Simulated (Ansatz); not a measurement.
## Phonons of MgAu (Pm-3m) against volume

Wanted: mode Grüneisen parameters of MgAu (Pm-3m).

Program: Ansatz 0.2.0. Level of theory: DFT PBEsol, scalar-relativistic, plane waves, PAW; PAW set soft_1. Results are calculated unless marked as measured.

The database entry behind the starting cell differs from later determinations by our own check (0.1 to 0.3 % short, probably kX units), so it need not match the best structure at ambient conditions.

**1. The starting structure**

The structure is cubic, space group Pm-3m (No. 221). The conventional cell has a = 3.257 Å, b = 3.257 Å, c = 3.257 Å, α = 90.00°, β = 90.00°, γ = 90.00°. Nearest to Mg lie 8 Au at 2.82 Å. Nearest to Au lie 8 Mg at 2.82 Å. Farther neighbours are not listed.

**2. Response at finite wavevector**

The cell comes from relaxations at this level that are not shown. Stability and thermal properties need the whole zone. Linear response on a 4×4×4 q mesh gives force constants as far as a supercell of that size would.

The input, input.yaml:

```yaml
crystal:
  lattice:
    - [3.2574133609, 0.0, 0.0]
    - [0.0, 3.2574133609, 0.0]
    - [0.0, 0.0, 3.2574133609]
  atoms:
    - { symbol: Mg, position: [0.5, 0.5, 0.5] }
    - { symbol: Au, position: [0.0, 0.0, 0.0] }
kpoints:
  mp_grid: { grid: [16, 16, 16] }
hamiltonian:
  xc: pbesol
  pseudopotentials: { kind: paw, azcp: { folder: soft_1 }, xc_functional: pbe }
scf:
  occupations: { method: methfessel_paxton, width: 0.2 }
output:
  eigenvalues: true
phonons:
  method: dfpt
  qmesh: [4, 4, 4]
  temperatures: { t_max: 1000, t_step: 50 }
  qpath:
    path:
      - [[0.0, 0.0, 0.0], [0.0, 0.5, 0.0], [0.5, 0.5, 0.0], [0.0, 0.0, 0.0], [0.5, 0.5, 0.5], [0.0, 0.5, 0.0]]
      - [[0.5, 0.5, 0.5], [0.5, 0.5, 0.0]]
    npoints: 10
```

The run is started by

```bash
$ ansatz run input.yaml --threads 4 --pin off --max-ram 10240MiB --backend cpu --events-out ev --progress --plain --runs-dir out
```

Numbers of over 12 decimals in the logs are rounded to 6 here.

The program printed:

```text
Engine: ansatz 0.2.0, aarch64-unknown-linux-gnu
Pseudopotentials: kind: paw
Pseudopotential: Mg, paw, valence charge 10, recommended cutoff 420 eV (normal), soft_1/Mg.paw.azcp
Pseudopotential: Au, paw, valence charge 19, recommended cutoff 420 eV (normal), soft_1/Au.paw.azcp
Functional definition: PBEsol
  exchange = pbesol_x
  correlation = pbesol_c
Crystal: 2 atoms, lattice volume = 34.564 Å³
Basis set: ecut = 420 eV, 691 PW (Γ), exchange–correlation on 48×48×48 points (8 copies of the dense FFT grid, shifted against one another)
Bands: 19, of which v1, the nominal top of the filled ones, is band 15 counted from 1 (14 counted from 0)
Symmetry: 48 space group operations
k-points: 165 of 4096
Non-local potential: Mg, projectors of the file, l = 0: 3, l = 1: 2, l = 2: 1
Non-local potential: Au, projectors of the file, l = 0: 3, l = 1: 2, l = 2: 2, l = 3: 1
PAW form: soft (Blöchl's): semilocal exchange-correlation on the pseudo side does not see the compensation charge
PAW frozen core: Mg, regenerated for the run's functional, and the local potential with it (the file was generated under x = pbe(κ = 0.804, μ = 0.219515), c = pbe(β = 0.066725))
PAW frozen core: Au, regenerated for the run's functional, and the local potential with it (the file was generated under x = pbe(κ = 0.804, μ = 0.219515), c = pbe(β = 0.066725))
PAW one-centre angular grid: Mg, 110 points (default); XC on 64 Gauss nodes
PAW one-centre angular grid: Au, 590 points (default); XC on 64 Gauss nodes
Initial density: superposition of atomic densities (chi_scale 0.1, normalization cell, long waves kept (reshape's long-wave potential 0.00 eV rms))
Initial wavefunctions: pseudopotential atomic-orbital guess
Functional: x = pbesol(κ = 0.804, μ = 0.123457), c = pbesol(β = 0.046)
SCF iter   1: F=—  HF=-14925.392665 eV  |F-HF|=—  |Δ(HF+E_count)|=         —  Δρ=1.63e-1  dr2=1.35e1  ethr=3.10e-3  ⟨swp⟩=5.1  Hψ=13607  notcnv=0
preconditioner: auto → none  [metal: Δε(μ)=0.045 eV  Ē_g=9.222 eV  σ=0.200 eV  W_gap=0.19  n_scr=6 (ndim 8)  ℏωp=22.8 eV  f_vac=0.000  D(μ)=0.76/eV (n_scr^D=6)  sad-step TF]
SCF iter   2: F=—  HF=-14923.672700 eV  |F-HF|=—  |Δ(HF+E_count)|=    1.72e0  S|Δr|=    0.00e0  Δρ=1.04e-1  dr2=6.12e0  ethr=3.10e-3  ⟨swp⟩=2.6  Hψ=6646  notcnv=0  defer=41
SCF iter   3: F=—  HF=-14922.129334 eV  |F-HF|=—  |Δ(HF+E_count)|=    1.54e0  S|Δr|=    0.00e0  Δρ=1.37e-2  dr2=1.32e-1  ethr=3.10e-3  ⟨swp⟩=3.5  Hψ=6068  notcnv=0  defer=43
SCF iter   4: F=—  HF=-14922.089941 eV  |F-HF|=—  |Δ(HF+E_count)|=   3.94e-2  S|Δr|=    0.00e0  Δρ=1.10e-3  dr2=1.90e-4  ethr=4.56e-4  ⟨swp⟩=2.0  Hψ=5107  notcnv=0  defer=52
SCF iter   5: F=—  HF=-14922.090091 eV  |F-HF|=—  |Δ(HF+E_count)|=   1.50e-4  S|Δr|=    0.00e0  Δρ=4.59e-4  dr2=6.67e-5  ethr=6.54e-7  ⟨swp⟩=2.0  Hψ=5335  notcnv=0  defer=52
SCF iter   6: F=—  HF=-14922.090069 eV  |F-HF|=—  |Δ(HF+E_count)|=   2.20e-5  S|Δr|=    0.00e0  Δρ=6.94e-5  dr2=2.36e-6  ethr=2.30e-7  ⟨swp⟩=3.0  Hψ=5705  notcnv=0  defer=52
SCF iter   7: F=—  HF=-14922.090065 eV  |F-HF|=—  |Δ(HF+E_count)|=   4.64e-6  S|Δr|=    0.00e0  Δρ=5.11e-6  dr2=5.19e-9  ethr=8.13e-9  ⟨swp⟩=2.0  Hψ=4105  notcnv=0  defer=52
SCF iter   8: F=—  HF=-14922.090065 eV  |F-HF|=—  |Δ(HF+E_count)|=  1.42e-10  S|Δr|=    0.00e0  Δρ=1.27e-6  dr2=9.47e-10  ethr=1.79e-11  ⟨swp⟩=2.0  Hψ=5219  notcnv=0  defer=52
SCF iter   9: F=—  HF=-14922.090065 eV  |F-HF|=—  |Δ(HF+E_count)|=  2.62e-10  S|Δr|=    0.00e0  Δρ=2.22e-7  dr2=2.42e-11  ethr=3.26e-12  ⟨swp⟩=2.1  Hψ=3856  notcnv=0  defer=52
SCF iter  10: F=-14922.090065 eV  HF=-14922.090065 eV  |F-HF|=3.64e-12  |Δ(HF+E_count)|=  7.28e-12  S|Δr|=    0.00e0  Δρ=8.53e-9  dr2=2.23e-14  ethr=1.00e-12  ⟨swp⟩=7.5  Hψ=13452  notcnv=0
SCF 1 converged in 10 iterations: F = -14922.090065 eV  dr2 = 2.23e-14
  greatest PAW one-centre occupation: 1.000 electrons in one spin orbital (limit 2), on the Au atom at site 1 (counted from 0), in its partial waves of l = 0
phonons: the bands overlap, so this run is a metal and interpolates without the dipole-dipole term. If the crystal is really an insulator or semiconductor, its LO-TO splitting is missing
NSCF: frozen V_eff on 165 k-points
WARN: eigensolver did not converge (k=24): 1 band(s) unlocked after 20 sweeps at ethr=1.17e-12 eV (storage-precision floor; scheduled 1.00e-12 eV) (lowest unlocked band 18, counted from 0; max residual 5.31e-6 eV among the unlocked bands, 5.31e-6 eV over every band; other slots of this pass that fall short are told together in one closing line; warning suppressed until the next SCF loop or pass starts)
NSCF: frozen V_eff on 405 k-points
DFPT response loops at q = (0, 0, 0) (fractional): preconditioner auto → Kerker (q_TF=auto, 2.650 Å⁻¹) (partly filled bands, converged f_vac=0.000); β = 1.00, the filter's whole step (`scf.mixing.beta` (0.50) is not read by the response loops under this deck's `scf.mixing.preconditioner`; to damp them name `kerker` or `kerker_dos`, under which they read `scf.mixing.beta`, and type it under 1.00, their step now; both keys bind the ground state too); Broyden in place of MSR1
NSCF: frozen V_eff on 2592 k-points
DFPT response loops at q = (0, 0, 0.25) (fractional): mixed as the last ones told, above
NSCF: frozen V_eff on 1458 k-points
DFPT response loops at q = (0, 0, -0.5) (fractional): mixed as the last ones told, above
NSCF: frozen V_eff on 4608 k-points
DFPT response loops at q = (0, 0.25, 0.25) (fractional): mixed as the last ones told, above
NSCF: frozen V_eff on 2592 k-points
DFPT response loops at q = (0, 0.25, -0.5) (fractional): mixed as the last ones told, above
NSCF: frozen V_eff on 1458 k-points
DFPT response loops at q = (0, -0.5, -0.5) (fractional): mixed as the last ones told, above
NSCF: frozen V_eff on 4352 k-points
DFPT response loops at q = (0.25, 0.25, 0.25) (fractional): mixed as the last ones told, above
NSCF: frozen V_eff on 4608 k-points
DFPT response loops at q = (0.25, 0.25, -0.5) (fractional): mixed as the last ones told, above
NSCF: frozen V_eff on 2592 k-points
DFPT response loops at q = (0.25, -0.5, -0.5) (fractional): mixed as the last ones told, above
NSCF: frozen V_eff on 810 k-points
DFPT response loops at q = (-0.5, -0.5, -0.5) (fractional): mixed as the last ones told, above
SCF converged after 10 iterations
Stability not checked: this state was not tested for a lower state beside it, because cold or Methfessel-Paxton smearing, or corrected tetrahedra, fill the levels in a way that the test cannot read (fill_not_monotonic; see scf.lower_state_search)
Free energy (F): -14922.090065 eV
Harris-Foulkes:  -14922.090065 eV  (|F-HF|=3.64e-12)
Internal energy: -14922.090200 eV  (E = F + TS)
E sigma→0 (E₀):  -14922.090098 eV
Entropy (-TS):   0.000135 eV (0.068 meV/atom)
Fermi energy:    14.154705 eV
--- Per-component energies (eV) ---
  E_band       = -610.412903
  E_kinetic    = 649.105555
  E_local      = -3543.752530  (includes V_loc(G=0)·N_el)
  E_nonlocal   = 294.869633
  E_hartree    = 1362.831188
  E_xc         = -241.676856
  E_vxc        = -296.826462  (∫ρ·V_xc dr)
  E_paw        = -9879.239146  (= ΣΔE_a)
  E_vpaw       = -439.472906  (= ΣTr[D̂ρ^β])
  E_aug_tail   = 0.001439  (compensation charges beyond the density's cutoff)
  E_ewald      = -3564.597872
  E_core_change = 0.368389  (= ΣΔE_core)
  E_smearing   = 0.000135  (= −TS)
  E_closure    = 0.000000  (closes the sum)
  Σ components = -14922.090065   (vs F -14922.090065, Δ=0.00e0)
--- Band table (eV; the first three rows and the last of 165) ---
  k-point 0: bands = [... 11 lower, 10.1632, 10.1632, 10.1632, 19.5988, 19.5988, 19.5988, 23.1107, 23.1107]
  k-point 1: bands = [... 11 lower, 10.1328, 10.1328, 10.1665, 19.0165, 19.6855, 19.6855, 23.0530, 23.4389]
  k-point 2: bands = [... 11 lower, 10.0482, 10.0482, 10.1762, 17.8264, 19.9377, 19.9377, 22.8899, 23.7790]
  k-point 164: bands = [... 11 lower, 10.9391, 10.9391, 16.1479, 16.1479, 16.1479, 16.7367, 19.0379, 20.2756]
--- Phonons (Γ-DFPT): 2 representative perturbations + reference (Σ response iterations 7) ---
  ASR residual: 9.829e-6 → 0.000e0 eV/Å²; symmetrization residual: 2.325e-6 eV/Å²
  ASR residual per site (eV/Å²): 9.83e-6 6.72e-6
  Γ frequencies (cm⁻¹): 0.00 0.00 0.00 205.34 205.34 205.34
--- Phonons (arbitrary-q DFPT): 10 irreducible q on the 4×4×4 mesh ---
  q = [0.0000, 0.0000, 0.0000] (star 1, of the zone-centre solve; hermiticity 1.39e-6, symmetrization 1.15e-12): -0.00 0.00 0.00 205.34 205.34 205.34
  q = [0.0000, 0.0000, 0.2500] (star 6, 4 solved perturbations in 4032 linear systems a pass and spin channel, the states on 1296 of 4096 k-point pairs; hermiticity 3.04e-6, symmetrization 2.34e-12): 50.84 50.84 62.69 206.70 206.70 248.61
  q = [0.0000, 0.0000, -0.5000] (star 3, 4 solved perturbations in 2268 linear systems a pass and spin channel, the states on 729 of 4096 k-point pairs; hermiticity 1.31e-12, symmetrization 1.78e-12): 66.94 66.94 78.69 208.98 208.98 280.74
  q = [0.0000, 0.2500, 0.2500] (star 12, 4 solved perturbations in 7056 linear systems a pass and spin channel, the states on 2304 of 4096 k-point pairs; hermiticity 4.21e-6, symmetrization 2.71e-13): 26.34 61.41 71.93 204.56 234.36 249.28
  q = [0.0000, 0.2500, -0.5000] (star 12, 6 solved perturbations on 1296 of 4096 k-point pairs; hermiticity 2.59e-6, symmetrization 9.73e-14): 53.07 56.42 68.39 202.53 235.59 270.69
  q = [0.0000, -0.5000, -0.5000] (star 3, 4 solved perturbations in 2268 linear systems a pass and spin channel, the states on 729 of 4096 k-point pairs; hermiticity 2.83e-6, symmetrization 3.72e-13): 36.30 36.30 67.63 195.74 259.42 259.42
  q = [0.2500, 0.2500, 0.2500] (star 8, 2 solved perturbations on 2176 of 4096 k-point pairs; hermiticity 1.77e-6, symmetrization 1.32e-12): 48.73 48.73 67.86 235.61 235.61 240.93
  q = [0.2500, 0.2500, -0.5000] (star 12, 4 solved perturbations in 7056 linear systems a pass and spin channel, the states on 2304 of 4096 k-point pairs; hermiticity 2.83e-6, symmetrization 6.81e-13): 49.50 52.16 62.19 230.33 236.20 266.22
  q = [0.2500, -0.5000, -0.5000] (star 6, 4 solved perturbations in 4032 linear systems a pass and spin channel, the states on 1296 of 4096 k-point pairs; hermiticity 2.14e-6, symmetrization 3.19e-13): 52.41 52.41 63.10 230.68 260.42 260.42
  q = [-0.5000, -0.5000, -0.5000] (star 1, 2 solved perturbations on 405 of 4096 k-point pairs; hermiticity 8.13e-14, symmetrization 3.81e-12): 65.64 65.64 65.64 260.43 260.43 260.43
  sum rule: each row above includes the acoustic sum rule's correction from the zone centre's row sums; it moved no ω² by more than (0.33 cm⁻¹)²
  mesh force constants: q→R imaginary residual 3.16e-18; ASR residual 9.829e-6 → 0.000e0 eV/Å²; symmetrization residual 2.665e-15 eV/Å²
  interpolated dispersion: 62 rows × 6 modes
  density of states and harmonic sums: on the 20×20×20 q-mesh, interpolated from the force constants of a 4×4×4 supercell (no non-analytic term)
  largest difference from the sums on the solved wave vectors: F 1.33e-2 eV, S 1.73e-5 and C_V 4.01e-6 eV/K
  zero-point energy: 0.054265 eV/cell   skipped modes (ω ≤ 0): 3   left out of the sums: 6.25e-5 of the cell's modes: C_V's classical limit lies that fraction below 3 k_B per atom; for a crystal, a wire or a layer, F and S can be off by more, and a phonons.interpolated_qmesh denser along its periods is the remedy for the sampling
```

Elapsed: 9.3 min, on 4 threads of Arm Neoverse V1, shared host; peak memory 3.2 GiB; 36 min of CPU time.

The column dr2 measures how far the density is from self-consistency, as an energy; F and HF (Harris–Foulkes) agree once it is small.

Numbers from this step:

```
volume per atom                                            : 17.28 Å³
gap on the k-mesh                                          : 0 eV
sum-rule residual before enforcement                       : 9.83e-6 eV/Å²
lowest frequency on the path                               : 0 cm⁻¹
point group                                                : m-3m
highest frequency on the path or at a solved wavevector    : 280.7 cm⁻¹
mean frequency                                             : 145.9 cm⁻¹
Debye temperature (second moment)                          : 321 K
logarithmic mean frequency                                 : 112.6 cm⁻¹
highest optical mode at the zone centre (no LO-TO term)    : 205.3 cm⁻¹
lowest optical zone-centre mode                            : 205.3 cm⁻¹
lowest mode on the q mesh (acoustic modes at Γ apart)      : 26.34 cm⁻¹
zero-point energy per atom                                 : 27.13 meV
heat capacity at 300 K                                     : 23.60 J/(mol atoms K)
vibrational entropy at 300 K                               : 40.99 J/(mol atoms K)
edges of the widest gap between branches, on path and mesh : 78.7, 195.7 cm⁻¹
```

Frequencies (cm⁻¹) solved at each irreducible wavevector; negative means imaginary. Frequencies by wavevector, by row:

```
q in reciprocal lattice units  star  mode 1  mode 2  mode 3  mode 4  mode 5  mode 6
                        0 0 0     1       0       0       0   205.3   205.3   205.3
                     0 0 0.25     6    50.8    50.8    62.7   206.7   206.7   248.6
                     0 0 -0.5     3    66.9    66.9    78.7     209     209   280.7
                  0 0.25 0.25    12    26.3    61.4    71.9   204.6   234.4   249.3
                  0 0.25 -0.5    12    53.1    56.4    68.4   202.5   235.6   270.7
                  0 -0.5 -0.5     3    36.3    36.3    67.6   195.7   259.4   259.4
               0.25 0.25 0.25     8    48.7    48.7    67.9   235.6   235.6   240.9
               0.25 0.25 -0.5    12    49.5    52.2    62.2   230.3   236.2   266.2
               0.25 -0.5 -0.5     6    52.4    52.4    63.1   230.7   260.4   260.4
               -0.5 -0.5 -0.5     1    65.6    65.6    65.6   260.4   260.4   260.4
```

Symmetry leaves 10 wavevectors to solve. The lowest mode among them, the acoustic zeros apart, lies at q = (0, 0.25, 0.25) and is real, 26.3 cm⁻¹.

**3. Relaxing at another volume, volume ratio 0.97**

The volume is scaled by 0.97 and held; symmetry leaves nothing to relax, so this is a single point. The modes can then be followed against volume.

input.yaml, the sections that differ from step 2:

```yaml
crystal:
  lattice:
    - [3.2245079459, 0.0, 0.0]
    - [0.0, 3.2245079459, 0.0]
    - [0.0, 0.0, 3.2245079459]
  atoms:
    - { symbol: Mg, position: [0.5, 0.5, 0.5] }
    - { symbol: Au, position: [0.0, 0.0, 0.0] }
output:
  forces: true
  stress: true
  eigenvalues: true
# kpoints, hamiltonian, scf: as in step 2
# phonons: removed
```

The program printed:

```text
[...]
Crystal: 2 atoms, lattice volume = 33.527 Å³
Basis set: ecut = 420 eV, 691 PW (Γ), exchange–correlation on 48×48×48 points (8 copies of the dense FFT grid, shifted against one another)
Bands: 19, of which v1, the nominal top of the filled ones, is band 15 counted from 1 (14 counted from 0)
Symmetry: 48 space group operations
[...]
k-points: 165 of 4096
[...]
--- Band table (eV; the first three rows and the last of 165) ---
  k-point 0: bands = [... 11 lower, 10.6567, 10.6567, 10.6567, 20.2530, 20.2530, 20.2530, 23.8093, 23.8093]
  k-point 1: bands = [... 11 lower, 10.6247, 10.6247, 10.6603, 19.6696, 20.3422, 20.3422, 23.7452, 24.1556]
  k-point 2: bands = [... 11 lower, 10.5352, 10.5352, 10.6705, 18.4698, 20.6009, 20.6009, 23.5639, 24.5545]
  k-point 164: bands = [... 11 lower, 11.4728, 11.4728, 16.6888, 16.6888, 16.6888, 17.4820, 19.7694, 21.0174]
[key lines of the parts left out:]
SCF converged after 7 iterations
Free energy (F): -14922.080522 eV
Fermi energy:    14.724689 eV
P = ⅓ Tr σ = 3.0391 GPa (30.391 kbar)
```

The job ended after 1.6 s (4 threads; peak memory 0.37 GiB; 5.6 s of CPU time).

This step gave:

```
pressure        : 3.039 GPa
volume per atom : 16.76 Å³
```

The run ends at a pressure of 3.04 GPa.

[end of part 1 of 2]

[Logs are printed without paths, hosts, clocks, repeated set-up lines and the standing remarks that a program may print on its own settings, such as how far it seeks lower states.]

[Hosts, paths, dates, database ids (printed as entryN), source tags and the programs' standing remarks are cut or masked in the printed files.]
